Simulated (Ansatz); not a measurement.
# Work function of Cu(100): what the settings cost and change

How far do functional and pseudopotentials move the work function of Cu(100), and at what cost?

Method: plane-wave DFT, PBE, Ansatz PAW, in the first sound run; inputs show where later runs differ, in Ansatz 0.2.0.

Experimental background.

For Cu (clean (100) face, a compiled value), “Anisotropic work function of elemental crystals” (2019, arxiv:1902.07811) quotes earlier work: work function (clean (100) face, a compiled value) 4.73 eV.

## 1. The starting structure

The cell holds 7 atoms: 7 Cu. Its edges and angles: a = 2.553 Å, b = 2.553 Å, c = 28.830 Å, α = 90.0°, β = 90.0°, γ = 90.0°. Vacuum lies along c.

## 2. Run, setting PBE, Ansatz PAW (420 eV)

A work function rests on the faint tail of the density, so the SCF threshold is tight. PBE on the default files comes first; the next runs keep the geometry and change functional or files, each at the cutoff that its files recommend; a relaxation and, for heavy metals, spin-orbit coupling close the ladder.

input.yaml reads:

```yaml
crystal:
  lattice:
    - [2.5526554801, 0.0, 0.0]
    - [0.0, 2.5526554801, 0.0]
    - [0.0, 0.0, 28.83]
  atoms:
    - { symbol: Cu, position: [0.0, 0.0, 0.3121748179] }
    - { symbol: Cu, position: [0.5, 0.5, 0.3747832119] }
    - { symbol: Cu, position: [0.0, 0.0, 0.437391606] }
    - { symbol: Cu, position: [0.5, 0.5, 0.5] }
    - { symbol: Cu, position: [0.0, 0.0, 0.562608394] }
    - { symbol: Cu, position: [0.5, 0.5, 0.6252167881] }
    - { symbol: Cu, position: [0.0, 0.0, 0.6878251821] }
kpoints:
  mp_grid: { grid: [16, 16, 1] }
hamiltonian:
  xc: pbe
scf:
  occupations: { method: fermi_dirac, width: 0.1 }
  convergence: { dr2_threshold: 1.0e-09 }
efield:
  axis: 3
  dipole_correction: true
  ramp_position: 0.97
  ramp_width: 0.06
output:
  write_potential: true
  write_density: true
  volumetric_format: npy
  elf: true
```

Launch:

```bash
$ ansatz run input.yaml --threads 4 --pin off --max-ram 6144MiB --backend cpu --events-out ev --progress --plain --runs-dir out
```

Numbers of over 12 decimals in the logs are rounded to 6 here.

Log:

```text
Engine: ansatz 0.2.0, aarch64-unknown-linux-gnu
Pseudopotentials: kind: paw
Pseudopotential: Cu, paw, valence charge 19, recommended cutoff 420 eV (normal), Cu.paw.azcp
Functional definition: PBE
  parameter kappa = 0.804
  parameter beta = 0.066725
  exchange = pbe_x(kappa = kappa, mu = beta*pi^2/3)
  correlation = pbe_c(beta = beta)
Crystal: 7 atoms, lattice volume = 187.858 Å³
Basis set: ecut = 420 eV, 3701 PW (Γ)
Bands: 80, of which v1, the nominal top of the filled ones, is band 67 counted from 1 (66 counted from 0)
Symmetry: 8 space group operations
k-points: 45 of 256
Non-local potential: Cu, projectors of the file, l = 0: 3, l = 1: 2, l = 2: 3, l = 3: 1
PAW form: soft (Blöchl's): semilocal exchange-correlation on the pseudo side does not see the compensation charge
PAW one-centre angular grid: Cu, 590 points (default); XC on 64 Gauss nodes
Initial density: superposition of atomic densities (neutral atoms: chi_scale 0, normalization atom), corrected by the library's trained network
Initial wavefunctions: pseudopotential atomic-orbital guess
Functional: x = pbe(κ = 0.804, μ = 0.219515), c = pbe(β = 0.066725)
SCF iter   1: F=—  HF=-46375.034819 eV  |F-HF|=—  |Δ(HF+E_count)|=         —  Δρ=2.05e-3  dr2=5.60e-2  ethr=1.77e-3  p=0.000 e·Å  D=1.54e-14 V/Å  ΔV_dip=-0.00 eV  dr2_dipole=1.36e-8  V_vac-E_F(+/−)=4.41/4.41 eV  ⟨swp⟩=7.8  Hψ=15054  notcnv=0  defer=73
efield: sawtooth ramp at fractional position 0.9700 (set: `efield.ramp_position`, or a place that a band, a saddle search or an elastic batch's reference lends), width 0.0600; the density the first Hamiltonian is built on has a dipole p = 0.000 e·Å; the dipole correction subtracts the counter field D = 1.54e-14 V/Å, which shifts the + side's vacuum level by -0.00 eV against the − side's; the planar-averaged density in the ramp window peaks in size at 4.0e-5 e/Å³
preconditioner: auto → LDOS  [metal: Δε(μ)=0.045 eV  Ē_g=8.564 eV  σ=0.100 eV  W_gap=0.11  n_scr=50 (ndim 8)  ℏωp=23.8 eV  f_vac=0.528  D(μ)=2.34/eV (n_scr^D=12)  β→1.0]
SCF iter   2: F=—  HF=-46375.037990 eV  |F-HF|=—  |Δ(HF+E_count)|=   3.17e-3  Δρ=2.50e-3  dr2=8.50e-3  ethr=4.21e-5  p=0.000 e·Å  D=7.72e-6 V/Å  ΔV_dip=-0.00 eV  dr2_dipole=1.31e-8  V_vac-E_F(+/−)=4.55/4.55 eV  ⟨swp⟩=2.5  Hψ=6115  notcnv=0  defer=136
SCF iter   3: F=—  HF=-46375.037257 eV  |F-HF|=—  |Δ(HF+E_count)|=   7.33e-4  Δρ=1.35e-3  dr2=1.89e-3  ethr=6.39e-6  p=0.000 e·Å  D=3.62e-7 V/Å  ΔV_dip=-0.00 eV  dr2_dipole=8.07e-9  V_vac-E_F(+/−)=4.53/4.53 eV  ⟨swp⟩=2.1  Hψ=5674  notcnv=0  defer=136
SCF iter   4: F=—  HF=-46375.036923 eV  |F-HF|=—  |Δ(HF+E_count)|=   3.34e-4  Δρ=3.95e-4  dr2=3.12e-4  ethr=1.42e-6  p=0.000 e·Å  D=1.74e-7 V/Å  ΔV_dip=-0.00 eV  dr2_dipole=1.98e-10  V_vac-E_F(+/−)=4.53/4.53 eV  ⟨swp⟩=3.1  Hψ=6607  notcnv=0  defer=136
SCF iter   5: F=—  HF=-46375.036937 eV  |F-HF|=—  |Δ(HF+E_count)|=   1.31e-5  Δρ=1.31e-4  dr2=3.10e-5  ethr=2.35e-7  p=-0.000 e·Å  D=-1.02e-7 V/Å  ΔV_dip=0.00 eV  dr2_dipole=1.92e-11  V_vac-E_F(+/−)=4.53/4.53 eV  ⟨swp⟩=2.1  Hψ=4813  notcnv=0  defer=136
SCF iter   6: F=—  HF=-46375.036930 eV  |F-HF|=—  |Δ(HF+E_count)|=   6.67e-6  Δρ=3.68e-5  dr2=2.10e-6  ethr=2.33e-8  p=0.000 e·Å  D=8.49e-8 V/Å  ΔV_dip=-0.00 eV  dr2_dipole=3.25e-12  V_vac-E_F(+/−)=4.54/4.54 eV  ⟨swp⟩=2.0  Hψ=5114  notcnv=0  defer=136
SCF iter   7: F=—  HF=-46375.036907 eV  |F-HF|=—  |Δ(HF+E_count)|=   2.31e-5  Δρ=2.65e-5  dr2=7.32e-7  ethr=1.58e-9  p=0.000 e·Å  D=3.31e-8 V/Å  ΔV_dip=-0.00 eV  dr2_dipole=7.94e-14  V_vac-E_F(+/−)=4.54/4.54 eV  ⟨swp⟩=2.6  Hψ=5933  notcnv=0  defer=135
SCF iter   8: F=—  HF=-46375.036908 eV  |F-HF|=—  |Δ(HF+E_count)|=   7.71e-7  Δρ=1.24e-5  dr2=2.49e-7  ethr=5.50e-10  p=0.000 e·Å  D=6.62e-8 V/Å  ΔV_dip=-0.00 eV  dr2_dipole=1.12e-13  V_vac-E_F(+/−)=4.54/4.54 eV  ⟨swp⟩=2.0  Hψ=5025  notcnv=0  defer=135
SCF iter   9: F=—  HF=-46375.036908 eV  |F-HF|=—  |Δ(HF+E_count)|=   3.85e-7  Δρ=2.97e-6  dr2=2.25e-8  ethr=1.87e-10  p=0.000 e·Å  D=3.59e-8 V/Å  ΔV_dip=-0.00 eV  dr2_dipole=2.64e-13  V_vac-E_F(+/−)=4.54/4.54 eV  ⟨swp⟩=2.0  Hψ=4701  notcnv=0  defer=135
SCF iter  10: F=—  HF=-46375.036908 eV  |F-HF|=—  |Δ(HF+E_count)|=   2.12e-8  Δρ=2.52e-6  dr2=1.13e-8  ethr=1.70e-11  p=0.000 e·Å  D=9.26e-9 V/Å  ΔV_dip=-0.00 eV  dr2_dipole=1.69e-13  V_vac-E_F(+/−)=4.54/4.54 eV  ⟨swp⟩=2.0  Hψ=5128  notcnv=0  defer=135
SCF iter  11: F=—  HF=-46375.036908 eV  |F-HF|=—  |Δ(HF+E_count)|=  9.39e-10  Δρ=8.44e-7  dr2=1.18e-9  ethr=8.52e-12  p=0.000 e·Å  D=7.56e-9 V/Å  ΔV_dip=-0.00 eV  dr2_dipole=3.02e-14  V_vac-E_F(+/−)=4.54/4.54 eV  ⟨swp⟩=2.0  Hψ=4986  notcnv=0  defer=134
SCF iter  12: F=-46375.036908 eV  HF=-46375.036908 eV  |F-HF|=5.02e-10  |Δ(HF+E_count)|=   1.11e-8  Δρ=2.52e-7  dr2=8.14e-11  ethr=1.00e-12  p=-0.000 e·Å  D=-1.33e-9 V/Å  ΔV_dip=0.00 eV  dr2_dipole=8.72e-16  V_vac-E_F(+/−)=4.54/4.54 eV  ⟨swp⟩=11.4  Hψ=12728  notcnv=0
SCF 1 converged in 12 iterations: F = -46375.036908 eV  dr2 = 8.14e-11
  greatest PAW one-centre occupation: 1.000 electrons in one spin orbital (limit 2), on the Cu atom at site 0 (counted from 0), in its partial waves of l = 0
WARN: The output density's exchange-correlation potential varies sharply where the density is thin. Do not read a vacuum level from v_tot or v_xc, or from such a field of the output density. On a cell that repeats whose density bears no net charge and no dipole along the vacuum's axis use v_es (v_loc + v_h of the components); under efield.dipole_correction with no amplitude use v_es + v_field, which holds any externa [...]
SCF converged after 12 iterations
Free energy (F): -46375.036908 eV
Harris-Foulkes:  -46375.036908 eV  (|F-HF|=5.02e-10)
Internal energy: -46374.961074 eV  (E = F + TS)
E sigma→0 (E₀):  -46374.998991 eV
Entropy (-TS):   -0.075834 eV (-10.833 meV/atom)
Fermi energy:    4.881308 eV
Dipole field:    D = -0.000000 V/Å  (p = -0.000000 e·Å, saw-weighted, corrected)
Work function:   Φ+ = 4.5405 eV   Φ− = 4.5405 eV
Levels:          The Fermi level and band energies are counted from a zero that moves with the ramp; work functions are not
--- Per-component energies (eV) ---
  E_band       = -4081.986525
  E_kinetic    = 2098.368689
  E_local      = -405227.359584  (includes V_loc(G=0)·N_el)
  E_nonlocal   = 2736.215239
  E_hartree    = 200145.762827
  E_xc         = -623.969337
  E_vxc        = -804.938794  (∫ρ·V_xc dr)
  E_paw        = -11647.101081  (= ΣΔE_a)
  E_vpaw       = -3175.800880  (= ΣTr[D̂ρ^β])
  E_aug_tail   = 0.001937  (compensation charges beyond the density's cutoff)
  E_efield     = 0.000000  (sawtooth field / dipole correction)
  E_vefield    = 0.000000  (∫n·V_field dr)
  E_ewald      = 166143.120236
  E_smearing   = -0.075834  (= −TS)
  E_closure    = 0.000000  (closes the sum)
  Σ components = -46375.036908   (vs F -46375.036908, Δ=0.00e0)
--- Band table (eV; the first three rows and the last of 45) ---
  k-point 0: bands = [... 63 lower, 3.3434, 3.4243, 3.4243, 3.4306, 3.4315, 3.7485, 5.2053, 6.0878, ... 9 higher]
  k-point 1: bands = [... 63 lower, 3.2939, 3.3583, 3.3806, 3.4176, 3.4468, 3.9999, 5.3957, 6.3068, ... 9 higher]
  k-point 2: bands = [... 63 lower, 3.3259, 3.3308, 3.3945, 3.4153, 3.4379, 4.4634, 5.8714, 6.8697, ... 9 higher]
  k-point 44: bands = [... 63 lower, 6.7574, 6.7574, 7.8564, 7.8564, 9.3018, 9.3018, 10.9718, 10.9718, ... 9 higher]
```

Wall time 67 s (4 threads of Arm Neoverse N1, shared host); peak memory 0.98 GiB.

Reading the cycles: dr2 is the Hartree energy of the density residual (eV), the measure of convergence; HF is the Harris–Foulkes estimate of the energy, which meets the free energy F at convergence.

Numbers from this step:

* energy at zero smearing: -46374.9990 eV
* work function, upper face: 4.541 eV

Running mean over 1.805 Å of the planar mean; the ramp of the sawtooth is left out. Table of electron's electrostatic potential energy less the Fermi level by z:

```tsv
z (Å)	electron's electrostatic potential energy less the Fermi level (eV)
4	4.54
5	4.54
6	4.50
7	4.06
8	-1.46
9	-8.31
10	-8.75
11	-8.86
12	-8.84
13	-8.84
14	-8.85
15	-8.85
16	-8.84
17	-8.84
18	-8.86
19	-8.72
20	-7.94
21	0.204
22	4.23
23	4.52
24	4.54
25	4.54
```

ELF in the ca plane at fractional y = 0.000, with atoms of Cu within 0.2 Å of it. It is the smooth field of the valence electrons, not physical close to the nuclei.

Values, 5 rows by 16 columns, each cell a mean:
```
0.44 0.20 0.22 0.33 0.32 0.23 0.20 0.45 0.21 0.23 0.23 0.42 0.14 0.05 0.01 0.00
0.19 0.24 0.25 0.20 0.20 0.25 0.25 0.19 0.23 0.24 0.22 0.19 0.16 0.05 0.01 0.00
0.21 0.26 0.25 0.24 0.24 0.25 0.27 0.21 0.27 0.24 0.26 0.21 0.19 0.05 0.01 0.00
0.23 0.22 0.24 0.21 0.21 0.25 0.23 0.23 0.21 0.24 0.20 0.23 0.15 0.05 0.01 0.00
0.60 0.20 0.22 0.42 0.40 0.22 0.20 0.61 0.22 0.23 0.27 0.57 0.14 0.05 0.01 0.00
```
Columns run along c (16.0 Å, from fractional 0.31 to 0.86 of the cell), rows up along a (2.6 Å). Atoms in or near the plane, at fractional coordinates: Cu at (0.31, 0.00), Cu at (0.44, 0.00), Cu at (0.56, 0.00), Cu at (0.69, 0.00).

Valence density in the ca plane at fractional y = 0.000, with atoms of Cu within 0.2 Å of it. It is the smooth field of the valence electrons, not physical close to the nuclei.

Ten steps, logarithmic in the rise over the least value, from '0' (0 e/Å³) to '9' (46 e/Å³), each cell a mean:
```
88510000158851000015884100001588510000000000
55310000135521000013552100001355200000000000
11100000011110000001111000000111100000000000
11000110001100011000110001100010000000000000
11100000011110000001111000000111000000000000
33210000123321000012331100001233100000000000
77410000147741000014774100001577410000000000
99620000269952000026995100002699510000000000
```
Columns run along c (16.0 Å, from fractional 0.31 to 0.86 of the cell), rows up along a (2.6 Å). Atoms in or near the plane, at fractional coordinates: Cu at (0.31, 0.00), Cu at (0.44, 0.00), Cu at (0.56, 0.00), Cu at (0.69, 0.00).

Electrostatic potential energy in the ca plane at fractional y = 0.000, with atoms of Cu within 0.2 Å of it. With pseudopotentials it is smooth inside the atoms' cores, unlike the true potential.

Values in eV, 5 rows by 16 columns, each cell a mean:
```
-41   2   6 -28 -27   6   1 -42  -8   7 -15 -38   4   9   9   9
 -8   5   5  -3  -3   6   5  -8   3   5   1  -7   7   9   9   9
  3   6   5   4   4   5   6   3   6   5   5   4   8   9   9   9
-21   4   6 -13 -12   6   4 -22  -1   6  -4 -19   6   9   9   9
-46   0   6 -34 -32   7  -1 -47 -12   7 -19 -43   3   9   9   9
```
Columns run along c (16.0 Å, from fractional 0.31 to 0.86 of the cell; values clipped at the 3rd and 97th percentile), rows up along a (2.6 Å). Atoms in or near the plane, at fractional coordinates: Cu at (0.31, 0.00), Cu at (0.44, 0.00), Cu at (0.56, 0.00), Cu at (0.69, 0.00).

The work function is 4.541 eV.

## 3. Slab

This step: plane-wave DFT, LDA, Ansatz PAW (Ansatz 0.2.0).

input.yaml: that of step 2 with these lines changed.

```diff
@@ -16,3 +16,3 @@
 hamiltonian:
-  xc: pbe
+  xc: lda
 scf:
@@ -29,2 +29 @@
   volumetric_format: npy
-  elf: true
```

Log:

```text
[...]
Crystal: 7 atoms, lattice volume = 187.858 Å³
Basis set: ecut = 420 eV, 3701 PW (Γ)
Bands: 80, of which v1, the nominal top of the filled ones, is band 67 counted from 1 (66 counted from 0)
Symmetry: 8 space group operations
k-points: 45 of 256
[...]
k-point 0: bands = [... 63 lower, 2.9273, 3.0087, 3.0087, 3.0187, 3.0198, 3.3499, 4.8214, 5.7074, ... 9 higher]
  k-point 1: bands = [... 63 lower, 2.8790, 2.9440, 2.9668, 3.0051, 3.0331, 3.5994, 5.0111, 5.9263, ... 9 higher]
  k-point 2: bands = [... 63 lower, 2.9127, 2.9181, 2.9855, 3.0015, 3.0237, 4.0634, 5.4864, 6.4900, ... 9 higher]
  k-point 44: bands = [... 63 lower, 6.3592, 6.3592, 7.4539, 7.4539, 8.8950, 8.8950, 10.5607, 10.5607, ... 9 higher]
[key lines of the parts left out:]
SCF converged after 12 iterations
Free energy (F): -45888.158371 eV
Fermi energy:    4.482386 eV
Dipole field:    D = 0.000000 V/Å  (p = 0.000000 e·Å, saw-weighted, corrected)
Work function:   Φ+ = 4.9010 eV   Φ− = 4.9010 eV
```

The job ended after 63 s (4 threads; peak memory 0.98 GiB).

The work function is 4.901 eV, +0.360 eV from the run “PBE, Ansatz PAW (420 eV)”, at 1.00 times its CPU time.

## 4. Run

This step: plane-wave DFT, PBEsol, Ansatz PAW (Ansatz 0.2.0).

input.yaml: that of step 3 with these lines changed.

```diff
@@ -16,3 +16,3 @@
 hamiltonian:
-  xc: lda
+  xc: pbesol
 scf:
```

Log:

```text
[...]
Crystal: 7 atoms, lattice volume = 187.858 Å³
Basis set: ecut = 420 eV, 3701 PW (Γ)
Bands: 80, of which v1, the nominal top of the filled ones, is band 67 counted from 1 (66 counted from 0)
Symmetry: 8 space group operations
k-points: 45 of 256
[...]
k-point 0: bands = [... 63 lower, 3.2091, 3.2909, 3.2909, 3.2994, 3.3004, 3.5969, 5.0580, 5.9331, ... 9 higher]
  k-point 1: bands = [... 63 lower, 3.1585, 3.2254, 3.2482, 3.2860, 3.3146, 3.8521, 5.2499, 6.1544, ... 9 higher]
  k-point 2: bands = [... 63 lower, 3.1937, 3.1990, 3.2556, 3.2829, 3.3054, 4.3173, 5.7282, 6.7220, ... 9 higher]
  k-point 44: bands = [... 63 lower, 6.5827, 6.5827, 7.6851, 7.6851, 9.1321, 9.1321, 10.8027, 10.8027, ... 9 higher]
[key lines of the parts left out:]
SCF converged after 12 iterations
Free energy (F): -46119.866331 eV
Fermi energy:    4.730395 eV
Dipole field:    D = 0.000001 V/Å  (p = 0.000001 e·Å, saw-weighted, corrected)
Work function:   Φ+ = 4.6569 eV   Φ− = 4.6569 eV
```

Elapsed: 64 s, on 4 threads; peak memory 0.99 GiB.

The work function is 4.657 eV, +0.116 eV from the run “PBE, Ansatz PAW (420 eV)”, at 1.0 times its CPU time.

## 5. Run

This step: plane-wave DFT, RPBE, Ansatz PAW (Ansatz 0.2.0).

input.yaml: that of step 4 with these lines changed.

```diff
@@ -16,3 +16,3 @@
 hamiltonian:
-  xc: pbesol
+  xc: rpbe
 scf:
```

Log:

```text
[...]
Crystal: 7 atoms, lattice volume = 187.858 Å³
Basis set: ecut = 420 eV, 3701 PW (Γ)
Bands: 80, of which v1, the nominal top of the filled ones, is band 67 counted from 1 (66 counted from 0)
Symmetry: 8 space group operations
k-points: 45 of 256
[...]
k-point 0: bands = [... 63 lower, 3.5042, 3.5859, 3.5859, 3.5913, 3.5923, 3.9204, 5.3724, 6.2504, ... 9 higher]
  k-point 1: bands = [... 63 lower, 3.4555, 3.5192, 3.5417, 3.5785, 3.6081, 4.1702, 5.5620, 6.4683, ... 9 higher]
  k-point 2: bands = [... 63 lower, 3.4866, 3.4916, 3.5615, 3.5764, 3.5994, 4.6327, 6.0361, 7.0282, ... 9 higher]
  k-point 44: bands = [... 63 lower, 6.9288, 6.9288, 8.0283, 8.0283, 9.4751, 9.4751, 11.1474, 11.1474, ... 9 higher]
[key lines of the parts left out:]
SCF converged after 12 iterations
Free energy (F): -46411.504440 eV
Fermi energy:    5.046933 eV
Dipole field:    D = -0.000000 V/Å  (p = -0.000000 e·Å, saw-weighted, corrected)
Work function:   Φ+ = 4.3652 eV   Φ− = 4.3652 eV
```

Elapsed: 65 s, on 4 threads; peak memory 0.99 GiB; 4 min of CPU time.

The work function is 4.365 eV, -0.175 eV from the run “PBE, Ansatz PAW (420 eV)”, at 0.99 times its CPU time.

## 6. Run

This step: plane-wave DFT, r2SCAN, Ansatz PAW (Ansatz 0.2.0).

input.yaml: that of step 5 with these lines changed.

```diff
@@ -16,3 +16,3 @@
 hamiltonian:
-  xc: rpbe
+  xc: r2scan
 scf:
```

Log:

```text
[...]
Crystal: 7 atoms, lattice volume = 187.858 Å³
Basis set: ecut = 500 eV, 4861 PW (Γ), exchange–correlation on 80×80×864 points (64 copies of the dense FFT grid, shifted against one another)
Bands: 80, of which v1, the nominal top of the filled ones, is band 67 counted from 1 (66 counted from 0)
Symmetry: 8 space group operations
k-points: 45 of 256
[...]
k-point 0: bands = [... 63 lower, 3.1545, 3.2274, 3.2284, 3.2405, 3.2405, 3.6443, 5.1572, 6.0706, ... 9 higher]
  k-point 1: bands = [... 63 lower, 3.1075, 3.1656, 3.1838, 3.2169, 3.2561, 3.8952, 5.3501, 6.2935, ... 9 higher]
  k-point 2: bands = [... 63 lower, 3.1263, 3.1297, 3.2222, 3.2406, 3.2483, 4.3709, 5.8366, 6.8697, ... 9 higher]
  k-point 44: bands = [... 63 lower, 6.7771, 6.7771, 7.9111, 7.9111, 9.4063, 9.4063, 11.1395, 11.1395, ... 9 higher]
[key lines of the parts left out:]
SCF converged after 19 iterations
Free energy (F): -46417.219321 eV
Fermi energy:    4.787299 eV
Dipole field:    D = -0.000001 V/Å  (p = -0.000001 e·Å, saw-weighted, corrected)
Work function:   Φ+ = 4.5434 eV   Φ− = 4.5434 eV
```

Elapsed: 2.5 min, on 4 threads; peak memory 1.4 GiB.

The work function is 4.543 eV, +0.003 eV from the run “PBE, Ansatz PAW (420 eV)”, at 2.3 times its CPU time.

## 7. Run

This step: plane-wave DFT, PBE, JTH PAW (Ansatz 0.2.0).

input.yaml: that of step 6 with these lines changed.

```diff
@@ -16,3 +16,4 @@
 hamiltonian:
-  xc: r2scan
+  xc: pbe
+  pseudopotentials: { kind: paw, source: jth }
 scf:
```

Log:

```text
[...]
k-point 0: bands = [... 63 lower, 4.6817, 4.7624, 4.7624, 4.7689, 4.7699, 5.0846, 6.5370, 7.4141, ... 9 higher]
  k-point 1: bands = [... 63 lower, 4.6319, 4.6966, 4.7190, 4.7560, 4.7850, 5.3361, 6.7276, 7.6337, ... 9 higher]
  k-point 2: bands = [... 63 lower, 4.6644, 4.6693, 4.7329, 4.7536, 4.7762, 5.7994, 7.2037, 8.1974, ... 9 higher]
  k-point 44: bands = [... 63 lower, 8.0814, 8.0814, 9.1813, 9.1813, 10.6288, 10.6288, 12.3027, 12.3027, ... 9 higher]
[key lines of the parts left out:]
SCF converged after 13 iterations
Free energy (F): -46369.984489 eV
Fermi energy:    6.214999 eV
Dipole field:    D = -0.000003 V/Å  (p = -0.000003 e·Å, saw-weighted, corrected)
Work function:   Φ+ = 4.5420 eV   Φ− = 4.5419 eV
```

The job ended after 4.8 min (4 threads; peak memory 4.3 GiB; 19 min of CPU time).

The work function is 4.542 eV, +0.001 eV from the run “PBE, Ansatz PAW (420 eV)”, at 4.7 times its CPU time.

## 8. Run

This step: plane-wave DFT, PBE, norm-conserving (Ansatz 0.2.0).

input.yaml: that of step 7 with these lines changed.

```diff
@@ -17,3 +17,3 @@
   xc: pbe
-  pseudopotentials: { kind: paw, source: jth }
+  pseudopotentials: { kind: nc }
 scf:
```

Log:

```text
[...]
Crystal: 7 atoms, lattice volume = 187.858 Å³
Basis set: ecut = 1251.723767 eV, 19079 PW (Γ)
Bands: 80, of which v1, the nominal top of the filled ones, is band 67 counted from 1 (66 counted from 0)
Symmetry: 8 space group operations
k-points: 45 of 256
[...]
k-point 0: bands = [... 63 lower, 3.6022, 3.6839, 3.6839, 3.6913, 3.6924, 4.0050, 5.4608, 6.3387, ... 9 higher]
  k-point 1: bands = [... 63 lower, 3.5527, 3.6189, 3.6409, 3.6780, 3.7070, 4.2572, 5.6514, 6.5582, ... 9 higher]
  k-point 2: bands = [... 63 lower, 3.5870, 3.5921, 3.6551, 3.6755, 3.6979, 4.7210, 6.1272, 7.1216, ... 9 higher]
  k-point 44: bands = [... 63 lower, 7.0040, 7.0040, 8.1053, 8.1053, 9.5532, 9.5532, 11.2262, 11.2262, ... 9 higher]
[key lines of the parts left out:]
SCF converged after 9 iterations
Free energy (F): -36144.330321 eV
Fermi energy:    5.137024 eV
Dipole field:    D = -0.000000 V/Å  (p = -0.000000 e·Å, saw-weighted, corrected)
Work function:   Φ+ = 4.5404 eV   Φ− = 4.5404 eV
```

It took 3.8 min on 4 threads; peak memory 3.6 GiB.

The work function is 4.540 eV, -0.000 eV from the run “PBE, Ansatz PAW (420 eV)”, at 3.6 times its CPU time.

(Part 1 of 2 ends here.)

[Logs are printed without paths, hosts, clocks, repeated set-up lines and the standing remarks that a program may print on its own settings, such as how far it seeks lower states.]

[Hosts, paths, dates, database ids (printed as entryN), source tags and the programs' standing remarks are cut or masked in the printed files.]

[Maps of the electrostatic potential energy from Ansatz leave out the sawtooth potential of an applied field or a dipole correction, so their vacuum need not be flat; planar profiles and work functions include it.]
